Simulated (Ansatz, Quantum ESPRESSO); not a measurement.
# Complex bands of BP, zinc blende type, lattice constant set to 4.615 Å, part 3 of 3

Aim: how fast states decay in the gap of BP, zinc blende type, lattice constant set to 4.615 Å.

Quantum ESPRESSO 7.5; plane-wave DFT, LDA, GBRV ultrasoft pseudopotentials; cross-check by Ansatz 0.2.0 with PAW datasets.

So far. Step 2 (Self-consistent run): The run needed 10 iterations to bring the estimated error under 1e-09 Ry.

### Step 4. Complex band structure, with nz1 = 1

Level of this step: complex band structure by pwcond; plane-wave DFT, LDA, GBRV ultrasoft pseudopotentials (Quantum ESPRESSO).

How much does a setting matter? One run is repeated with a change.

File cbs.w.in:

```
&inputcond
  outdir = './out'
  prefixl = 'scf'
  band_file = 'cbs.w'
  ikind = 0
  ewind = 4.0
  epsproj = 1e-05
  nz1 = 1
  energy0 = 4.93
  denergy = -0.17
/
4
  0.00000000 0.00000000 1.00000000
  0.50000000 0.00000000 1.00000000
  0.50000000 0.50000000 1.00000000
  0.25000000 0.00000000 1.00000000
42
```

The run is started by

```sh
OMP_NUM_THREADS=1 mpirun -n 2 pwcond.x -in cbs.w.in > cbs.w.out
```

Numbers of over 12 decimals in the logs are rounded to 6 here.

Log:

```text
[banner, memory and clock lines left out]
Program PWCOND v.7.5 starts
[citation notice left out]

[...]
./out/scf.save/

     IMPORTANT: XC functional enforced from input :
     Exchange-correlation= PZ
                           (   1   1   0   0   0   0   0)
     Any further DFT definition will be discarded
     Please, verify this is what you really want

     Reading collected, re-writing distributed wavefunctions

===== INPUT FILE containing the left lead =====

     GEOMETRY:

     lattice parameter (alat)  =       6.1667  a.u.
     the volume                =     331.6513 (a.u.)^3
     the cross section         =      38.0287 (a.u.)^2
     l of the unit cell        =       1.4142 (alat)
     number of atoms/cell      =            4
     number of atomic types    =            2

     crystal axes: (cart. coord. in units of alat)
               a(1) = (  1.0000  0.0000  0.0000 )
               a(2) = (  0.0000  1.0000  0.0000 )
               a(3) = (  0.0000  0.0000  1.4142 )

   Cartesian axes

     site n.     atom                  positions (alat units)
          1        B      tau(  1)=(  0.0000  0.0000  1.4142  )
          2        P      tau(  2)=(  0.5000  0.0000  0.3536  )
          3        B      tau(  3)=(  0.5000  0.5000  0.7071  )
          4        P      tau(  4)=(  0.0000  0.5000  1.0607  )

     nr1s                      =           25
     nr2s                      =           25
     nr3s                      =           36
     nr1sx                     =           25
     nr2sx                     =           25
     nr3sx                     =           36
     nr1                       =           27
     nr2                       =           27
     nr3                       =           40
     nr1x                      =           27
     nr2x                      =           27
     nr3x                      =           40

 _______________________________
  Radii of nonlocal spheres:

     type       ibeta     ang. mom.          radius (alat units)
       B          1         0                    0.2028
       B          2         0                    0.2028
       B          3         1                    0.2028
       B          4         1                    0.2028
       P          1         0                    0.2440
       P          2         0                    0.2440
       P          3         1                    0.2440
       P          4         1                    0.2440
       P          5         2                    0.2440
       P          6         2                    0.2440
----- General information -----

----- Complex band structure calculation -----

     nrx                       =           25
     nry                       =           25
     nz1                       =            1

     energy0               =         4.9E+00
     denergy               =        -1.7E-01
     nenergy               =         42
     ecut2d                =         4.0E+01
     ewind                 =         4.0E+00
     epsproj               =         1.0E-05

     number of k_|| points=    4
                       cryst. coord.
        k(    1) = (   0.0000000   0.0000000), wk =   0.2500000
        k(    2) = (   0.5000000   0.0000000), wk =   0.2500000
        k(    3) = (   0.5000000   0.5000000), wk =   0.2500000
        k(    4) = (   0.2500000   0.0000000), wk =   0.2500000
----- Information about left lead -----

     nocros                   =            8
     noins                    =           44
     norb                     =           60
     norbf                    =           60
     nrz                      =           36

      iorb      type   ibeta   ang. mom.   m       position (alat)
        1        1       1        0        1   taunew(   1)=(  0.0000  0.0000  0.0000)
        2        1       2        0        1   taunew(   2)=(  0.0000  0.0000  0.0000)
[...]
60        1       4        1        3   taunew(  60)=(  0.0000  0.0000  1.4142)
    k slab    z(k)  z(k+1)     crossing(iorb=1,norb)
    1   0.0000 0.0393 0.0393   111111110000000000000000000000000000000000000000000000000000
    2   0.0393 0.0786 0.0393   111111110000000000000000000000000000000000000000000000000000
[...]
36   1.3749 1.4142 0.0393   000000000000000000000000000000000000000000000000000011111111
 ngper, shell number =          121          20
 ngper, n2d =          121         102
---  E-Ef =    4.9300000  k =    0.0000000   0.0000000
---  ie =          1  ik =          1
 Nchannels of the left tip =            3
 Right moving states:
   k1(2pi/a)   k2(2pi/a)   E-Ef (eV)
   0.2645040  -0.0000000   4.9300000
   0.2645040  -0.0000000   4.9300000
  -0.4908341   0.0000000   4.9300000
 Left moving states:
   k1(2pi/a)   k2(2pi/a)   E-Ef (eV)
  -0.2645034   0.0000000   4.9300000
  -0.2645034   0.0000000   4.9300000
   0.4908346  -0.0000000   4.9300000

---  E-Ef =    4.7600000  k =    0.0000000   0.0000000
---  ie =          2  ik =          1
 Nchannels of the left tip =            3
 Right moving states:
   k1(2pi/a)   k2(2pi/a)   E-Ef (eV)
   0.2466336  -0.0000000   4.7600000
   0.2466336  -0.0000000   4.7600000
   0.4931488   0.0000000   4.7600000
 Left moving states:
   k1(2pi/a)   k2(2pi/a)   E-Ef (eV)
  -0.2466329   0.0000000   4.7600000
  -0.2466329   0.0000000   4.7600000
  -0.4931483  -0.0000000   4.7600000
[... further energies and points left out ...]
---  E-Ef =   -1.8700000  k =    0.2500000   0.0000000
---  ie =         41  ik =          4
 Nchannels of the left tip =            3
 Right moving states:
   k1(2pi/a)   k2(2pi/a)   E-Ef (eV)
   0.0750581  -0.0000000  -1.8700000
  -0.4244813   0.0000000  -1.8700000
  -0.4548335  -0.0000000  -1.8700000
 Left moving states:
   k1(2pi/a)   k2(2pi/a)   E-Ef (eV)
  -0.0750576   0.0000000  -1.8700000
   0.4244833   0.0000000  -1.8700000
   0.4548329  -0.0000000  -1.8700000

---  E-Ef =   -2.0400000  k =    0.2500000   0.0000000
---  ie =         42  ik =          4
 Nchannels of the left tip =            3
 Right moving states:
   k1(2pi/a)   k2(2pi/a)   E-Ef (eV)
   0.0461480  -0.0000000  -2.0400000
  -0.4624361   0.0000000  -2.0400000
  -0.4761526  -0.0000000  -2.0400000
 Left moving states:
   k1(2pi/a)   k2(2pi/a)   E-Ef (eV)
  -0.0461476   0.0000000  -2.0400000
   0.4624381   0.0000000  -2.0400000
   0.4761520  -0.0000000  -2.0400000

[...]
```

Elapsed: 58 s, on 2 MPI ranks of AMD EPYC 7B13 (Zen 3), shared host; peak memory 0.13 GiB.

The changed values were drawn from a wide range, not chosen for quality; the comparison shows what they did here together.

Beside the run it was changed from:

```csv
quantity,this run,unchanged run,difference
peak of the smallest κ at the zone centre (Å⁻¹),0.212,0.212,0
"peak of the smallest κ at (1/2, 0) (Å⁻¹)",0.291,0.291,0
wall time (s),58,69,
```

The physical values in this table stay within 0.05 %.

### Step 5. Cross-check with Ansatz

As a check, the same structure is run in Ansatz.

Level of this step: plane-wave DFT, LDA, Ansatz PAW (Ansatz 0.2.0).

File input.yaml:

```yaml
crystal:
  lattice:
    - [3.2632977952, 0.0, 0.0]
    - [0.0, 3.2632977952, 0.0]
    - [0.0, 0.0, 4.615]
  atoms:
    - { symbol: B, position: [0.0, 0.0, 0.0] }
    - { symbol: P, position: [0.5, 0.0, 0.25] }
    - { symbol: B, position: [0.5, 0.5, 0.5] }
    - { symbol: P, position: [0.0, 0.5, 0.75] }
kpoints:
  mp_grid: { grid: [8, 8, 6] }
hamiltonian:
  xc: lda
scf:
  occupations: { method: fixed }
  convergence: { dr2_threshold: 1.0e-09 }
output:
  transmission:
    leads: [[0, 0]]
    kpoints: [[0, 0], [0.5, 0], [0.5, 0.5], [0.25, 0]]
    e_range: [-2.04, 4.93]
    de: 0.17
```

The run is started by

```sh
ansatz run input.yaml --threads 2 --pin off --max-ram 4096MiB --backend cpu --events-out ev --progress --plain --runs-dir out
```

Log:

```text
Engine: ansatz 0.2.0, x86_64-unknown-linux-gnu
Pseudopotentials: kind: paw
Pseudopotential: B, paw, valence charge 3, recommended cutoff 420 eV (normal), B.paw.azcp
Pseudopotential: P, paw, valence charge 5, recommended cutoff 420 eV (normal), P.paw.azcp
Functional definition: SPW92
  exchange = slater_x
  correlation = pw_c
Crystal: 4 atoms, lattice volume = 49.146 Å³
Basis set: ecut = 420 eV, 999 PW (Γ)
Bands: 12, of which v1, the nominal top of the filled ones, is band 8 counted from 1 (7 counted from 0)
Symmetry: 16 space group operations
Space group: F-43m (ITA 216), of the structure as read, at distance tolerance 3.7e-5 Å
k-points: 60 of 384 (time reversal used)
Non-local potential: B, projectors of the file, l = 0: 2, l = 1: 2, l = 2: 1
Non-local potential: P, projectors of the file, l = 0: 2, l = 1: 2, l = 2: 2
PAW form: soft (Blöchl's): semilocal exchange-correlation on the pseudo side does not see the compensation charge
PAW frozen core: B, regenerated for the run's functional, and the local potential with it (the file was generated under x = pbe(κ = 0.804, μ = 0.219515), c = pbe(β = 0.066725))
PAW frozen core: P, regenerated for the run's functional, and the local potential with it (the file was generated under x = pbe(κ = 0.804, μ = 0.219515), c = pbe(β = 0.066725))
PAW one-centre angular grid: B, 110 points (default); XC on 64 Gauss nodes
PAW one-centre angular grid: P, 110 points (default); XC on 64 Gauss nodes
Initial density: superposition of atomic densities (neutral atoms: chi_scale 0, normalization atom), corrected by the library's trained network
Initial wavefunctions: pseudopotential atomic-orbital guess
Functional: x = slater, c = lda
SCF iter   1: F=—  HF=-1753.117571 eV  |F-HF|=—  |Δ(HF+E_count)|=         —  Δρ=5.03e-3  dr2=1.03e-2  ethr=1.77e-3  ⟨swp⟩=5.1  Hψ=4241  notcnv=0  defer=114
preconditioner: auto → none  [insulator: Δε(μ)=1.237 eV  Ē_g=10.446 eV  n_scr=6 (ndim 8)  ℏωp=21.2 eV  f_vac=0.000  ε∞_Penn≈5.1]
SCF iter   2: F=—  HF=-1753.115674 eV  |F-HF|=—  |Δ(HF+E_count)|=   1.90e-3  Δρ=2.20e-3  dr2=1.49e-3  ethr=6.43e-5  ⟨swp⟩=2.9  Hψ=1751  notcnv=0  defer=120
SCF iter   3: F=—  HF=-1753.115349 eV  |F-HF|=—  |Δ(HF+E_count)|=   3.24e-4  Δρ=9.75e-4  dr2=2.43e-4  ethr=9.32e-6  ⟨swp⟩=2.8  Hψ=1257  notcnv=0  defer=120
SCF iter   4: F=—  HF=-1753.115311 eV  |F-HF|=—  |Δ(HF+E_count)|=   3.79e-5  Δρ=2.79e-4  dr2=2.23e-5  ethr=1.52e-6  ⟨swp⟩=1.0  Hψ=720  notcnv=0  defer=101
SCF iter   5: F=—  HF=-1753.115307 eV  |F-HF|=—  |Δ(HF+E_count)|=   3.85e-6  Δρ=3.40e-5  dr2=3.94e-7  ethr=1.39e-7  ⟨swp⟩=2.0  Hψ=1172  notcnv=0  defer=91
SCF iter   6: F=—  HF=-1753.115308 eV  |F-HF|=—  |Δ(HF+E_count)|=   5.86e-7  Δρ=2.89e-6  dr2=2.02e-9  ethr=2.46e-9  ⟨swp⟩=2.7  Hψ=1222  notcnv=0  defer=95
SCF iter   7: F=-1753.115308 eV  HF=-1753.115308 eV  |F-HF|=9.09e-13  |Δ(HF+E_count)|=  1.69e-10  Δρ=1.50e-7  dr2=7.60e-12  ethr=6.25e-12  ⟨swp⟩=6.1  Hψ=3563  notcnv=0
SCF 1 converged in 7 iterations: F = -1753.115308 eV  dr2 = 7.60e-12
  greatest PAW one-centre occupation: 0.768 electrons in one spin orbital (limit 2), on the P atom at site 3 (counted from 0), in its partial waves of l = 0
transmission: 6 of 24 steps passed
transmission: 12 of 24 steps passed
transmission: 18 of 24 steps passed
transmission: 24 of 24 steps passed
SCF converged after 7 iterations
Free energy (F): -1753.115308 eV
Harris-Foulkes:  -1753.115308 eV  (|F-HF|=9.09e-13)
Internal energy: -1753.115308 eV  (E = F + TS)
E sigma→0 (E₀):  -1753.115308 eV
Fermi energy:    8.382533 eV
--- Per-component energies (eV) ---
  E_band       = 33.785553
  E_kinetic    = 239.139346
  E_local      = -147.310969  (includes V_loc(G=0)·N_el)
  E_nonlocal   = 93.118086
  E_hartree    = 35.199999
  E_xc         = -187.104379
  E_vxc        = -198.928156  (∫ρ·V_xc dr)
  E_paw        = -1225.027420  (= ΣΔE_a)
  E_vpaw       = -22.632766  (= ΣTr[D̂ρ^β])
  E_aug_tail   = -0.000001  (compensation charges beyond the density's cutoff)
  E_ewald      = -561.456342
  E_core_change = 0.326372  (= ΣΔE_core)
  E_smearing   = -0.000000  (= −TS)
  E_closure    = -0.000000  (closes the sum)
  Σ components = -1753.115308   (vs F -1753.115308, Δ=0.00e0)
--- Band table (eV; the first three rows and the last of 60) ---
  k-point 0: bands = [... 4 lower, 4.4575, 8.3824, 8.3825, 8.3825, 9.7719, 9.9704, 11.6860, 11.6861]
  k-point 1: bands = [... 4 lower, 4.6086, 7.7876, 7.7876, 7.8146, 9.6273, 10.5279, 11.3772, 12.4534]
  k-point 2: bands = [... 4 lower, 5.0565, 6.4561, 6.7396, 6.7396, 9.7525, 10.7561, 11.6335, 14.0052]
  k-point 59: bands = [... 4 lower, 2.9766, 2.9766, 3.1772, 3.1772, 13.6192, 13.6192, 14.9195, 14.9195]
--- Transmission ---
  basis      : 97 plane waves across, 6 finite elements along
  points     : 4, as listed
  energies   : 42 from -2.040000 to 4.930000 eV about the Fermi level, 0.170000 eV apart; the leads are filled to 0.622397 eV, and channels, transmission and decay are at 0.680000 eV
  crystal 0  : P2B2, at the sites [0, 0], period 4.6150 Å: whole cells are its period
    offset         : up to 0.0000 Å between an atom of the period and one for which it stands
    channels       : 0.000000e0 a spin
    conductance    : none, the energies end too early or step too widely for 300 K: set another output.transmission.e_range or a lower de, or, where they end at an eighth of basis.ecutwfc, a higher one
    slowest decay  : 0.1877 /Å at (0.0000, 0.0000)
```

The job ended after 8 s (2 threads; peak memory 0.4 GiB; 14 s of CPU time).

This step gave:

```
free energy                                      : -1753.1153 eV
gap by band count                                : 1.245 eV
symmetry operations                              : 16
slowest decay at the grid energy nearest mid-gap : 0.1877 Å⁻¹
peak of the smallest κ at the zone centre        : 0.2118 Å⁻¹
peak of the smallest κ at (1/2, 0)               : 0.2914 Å⁻¹
peak of the smallest κ at (1/4, 0)               : 0.2904 Å⁻¹
valence top, on the run's zero                   : 8.383 eV
```

K across = (0, 0) in the cell's reciprocal vectors; values within 0.0025 1/Å of each other count once, columns are sorted by size at each energy, a dash where no further value was kept. Im kz of the slowest decaying states against energy, zero at the highest filled level of the SCF mesh:

```csv
energy (eV),decay 1 (Å⁻¹),decay 2 (Å⁻¹),decay 3 (Å⁻¹)
-2.04,0.972,-,-
-1.87,0.947,-,-
-1.70,0.921,-,-
-1.53,0.894,-,-
-1.36,0.867,-,-
-1.02,0.809,-,-
-0.85,0.779,-,-
-0.68,0.747,-,-
-0.51,0.714,-,-
-0.34,0.679,-,-
-0.17,0.642,-,-
0.00,0.00281,0.603,-
0.17,0.105,0.118,0.561
0.34,0.143,0.165,0.516
0.68,0.188,0.227,0.410
0.85,0.202,0.251,0.343
1.02,0.212,0.260,0.271
1.19,0.128,0.219,0.289
1.36,0.223,0.305,-
1.53,0.0454,0.225,0.319
1.70,0.224,0.332,-
1.87,0.221,0.343,-
2.04,0.216,0.353,-
2.21,0.208,0.362,-
2.55,0.184,0.378,-
2.72,0.166,0.386,-
2.89,0.144,0.392,-
3.06,0.113,0.399,-
3.23,0.0636,0.405,-
3.40,0.115,0.411,-
3.57,0.183,0.418,-
3.74,0.223,0.425,1.50
3.91,0.251,0.433,1.48
4.25,0.281,0.449,1.45
4.42,0.288,0.457,1.44
4.59,0.291,0.464,1.43
4.76,0.291,0.471,1.41
4.93,0.288,0.478,1.40
```

K across = (0, 0) in the cell's reciprocal vectors. Re kz of states that move upwards against energy, zero at the highest filled level of the SCF mesh:

```csv
energy (eV),channel 1 (Å⁻¹),channel 2 (Å⁻¹),channel 3 (Å⁻¹)
-2.04,-0.543,-0.543,-0.470
-1.70,-0.466,-0.466,-0.421
-1.36,-0.393,-0.393,-0.369
-1.02,-0.321,-0.321,-0.313
-0.68,-0.250,-0.246,-0.246
-0.34,-0.173,-0.164,-0.164
0.00,-,-,-
0.34,-,-,-
0.68,-,-,-
1.02,-,-,-
1.36,-0.0514,0.446,-
1.53,0.560,-,-
1.87,-0.641,0.146,-
2.21,-0.512,0.244,-
2.55,-0.392,0.322,-
2.89,-0.269,0.390,-
3.23,-0.105,0.450,-
3.57,0.126,0.126,0.505
3.91,0.198,0.198,0.556
4.25,0.257,0.257,0.605
4.59,0.309,0.309,0.650
4.93,-0.667,0.359,0.359
```

K across = (1/2, 0) in the cell's reciprocal vectors; values within 0.0025 1/Å of each other count once, columns are sorted by size at each energy, a dash where no further value was kept. The Im kz of the slowest decaying states by energy, zero at the highest filled level of the SCF mesh:

```csv
energy (eV),decay 1 (Å⁻¹),decay 2 (Å⁻¹),decay 3 (Å⁻¹)
-2.04,0.428,1.35,-
-1.87,0.155,1.33,-
-1.53,0.0975,0.354,1.29
-1.36,0.139,0.460,1.27
-1.02,0.191,0.562,1.23
-0.85,0.210,0.590,1.21
-0.68,0.226,0.611,1.19
-0.34,0.251,0.637,1.15
-0.17,0.261,0.645,1.12
0.00,0.269,0.649,1.10
0.17,0.276,0.652,1.08
0.34,0.282,0.652,1.05
0.68,0.289,0.648,1.00
0.85,0.291,0.644,0.978
1.02,0.291,0.638,0.952
1.36,0.289,0.623,0.897
1.53,0.286,0.614,0.869
1.87,0.276,0.592,0.808
2.04,0.269,0.579,0.775
2.21,0.260,0.565,0.741
2.55,0.236,0.534,0.666
2.72,0.220,0.516,0.624
3.06,0.174,0.476,0.527
3.23,0.138,0.454,0.467
3.57,0.289,0.402,-
3.74,0.371,-,-
3.91,0.0991,0.337,-
4.25,0.183,0.250,-
4.42,0.179,0.188,-
4.76,0.265,-,-
4.93,0.319,-,-
```

K across = (1/2, 1/2) in the cell's reciprocal vectors; values within 0.0025 1/Å of each other count once, columns are sorted by size at each energy, a dash where no further value was kept. The Im kz of the slowest decaying states by energy, zero at the highest filled level of the SCF mesh:

```csv
energy (eV),decay 1 (Å⁻¹),decay 2 (Å⁻¹)
-2.04,0.320,-
-1.87,0.323,-
-1.70,0.324,-
-1.53,0.324,-
-1.36,0.323,-
-1.02,0.318,-
-0.85,0.313,-
-0.68,0.307,-
-0.51,0.300,-
-0.34,0.291,0.294
-0.17,0.282,0.286
0.00,0.270,0.276
0.17,0.257,0.264
0.34,0.242,0.251
0.68,0.204,0.220
0.85,0.181,0.201
1.02,0.151,0.178
1.19,0.113,0.151
1.36,0.0437,0.115
1.53,0.0586,-
1.70,-,-
1.87,-,-
2.04,-,-
2.21,-,-
2.55,-,-
2.72,-,-
2.89,-,-
3.06,-,-
3.23,-,-
3.40,-,-
3.57,-,-
3.74,-,-
3.91,-,-
4.25,-,-
4.42,-,-
4.59,-,-
4.76,-,-
4.93,-,-
```

K across = (1/4, 0) in the cell's reciprocal vectors; values within 0.0025 1/Å of each other count once, columns are sorted by size at each energy, a dash where no further value was kept. Table of Im kz of the slowest decaying states by energy, zero at the highest filled level of the SCF mesh:

```csv
energy (eV),decay 1 (Å⁻¹),decay 2 (Å⁻¹),decay 3 (Å⁻¹)
-2.04,1.08,1.43,-
-1.87,1.06,1.42,-
-1.53,1.02,1.38,-
-1.36,0.992,1.36,-
-1.02,0.0492,0.942,1.33
-0.85,0.116,0.917,1.31
-0.68,0.154,0.890,1.29
-0.34,0.113,0.204,0.836
-0.17,0.190,0.222,0.807
0.00,0.237,0.777,1.22
0.17,0.250,0.275,0.746
0.34,0.261,0.304,0.714
0.68,0.277,0.347,0.644
0.85,0.282,0.363,0.606
1.02,0.286,0.376,0.565
1.36,0.290,0.395,0.473
1.53,0.290,0.401,0.418
1.87,0.274,0.286,0.407
2.04,0.156,0.282,0.406
2.21,0.277,0.404,0.948
2.55,0.260,0.391,0.904
2.72,0.248,0.381,0.882
3.06,0.217,0.349,0.839
3.23,0.195,0.326,0.818
3.57,0.121,0.261,0.779
3.74,0.212,0.760,0.784
3.91,0.0920,0.138,0.742
4.25,0.0124,0.103,0.674
4.42,0.0699,0.113,0.634
4.76,0.163,0.546,0.666
4.93,0.151,0.497,0.653
```

### Step 6. A check by hand

T falls as exp(−2κd). With κ = 0.181 1/Å, 10 Å of barrier pass exp(−2 × 0.181 × 10) = 0.027 of that channel, interfaces aside.

### Step 7. What came out

```
gap on the SCF mesh                                                  : 1.24 eV
smallest κ at mid-gap among the four k points, at the zone centre    : 0.181 Å⁻¹
peak of the smallest κ in the stop band at the zone centre           : 0.212 Å⁻¹
peak of the smallest κ in the stop band at (1/2, 0)                  : 0.291 Å⁻¹
peak of the smallest κ in the stop band at (1/4, 0)                  : 0.291 Å⁻¹
energy of the peak at the zone centre, over the highest filled level : 1.02 eV
peak at the zone centre by Ansatz                                    : 0.212 Å⁻¹
```

**Reading.** With a gap of 1.24 eV on the mesh, the smallest κ at mid-gap among the four k points, at the zone centre is 0.181 Å⁻¹ (LDA, GBRV ultrasoft). For a barrier with the Fermi level at mid-gap the slowest state found, at the zone centre, loses a factor of ten in probability every 6.3 Å or so. Stop bands away from the zone centre are mostly wider than the gap, so their peaks can lie above the conduction bottom. At the zone centre pwcond's peak is 0.212 and Ansatz's 0.212 1/Å, 0 % apart. The cell is the a/√2 one, turned by 45°, with two primitive cells, so X along [001] folds onto kz = 0. A semilocal gap is too small, often by a third to a half and by more in narrow-gap crystals, so real barriers decay faster.

[Logs are printed without paths, hosts, clocks, repeated set-up lines and the standing remarks that a program may print on its own settings, such as how far it seeks lower states.]

[Hosts, paths, dates, database ids (printed as entryN), source tags and the programs' standing remarks are cut or masked in the printed files.]

[Maps of the electrostatic potential energy from Ansatz leave out the sawtooth potential of an applied field or a dipole correction, so their vacuum need not be flat; planar profiles and work functions include it.]
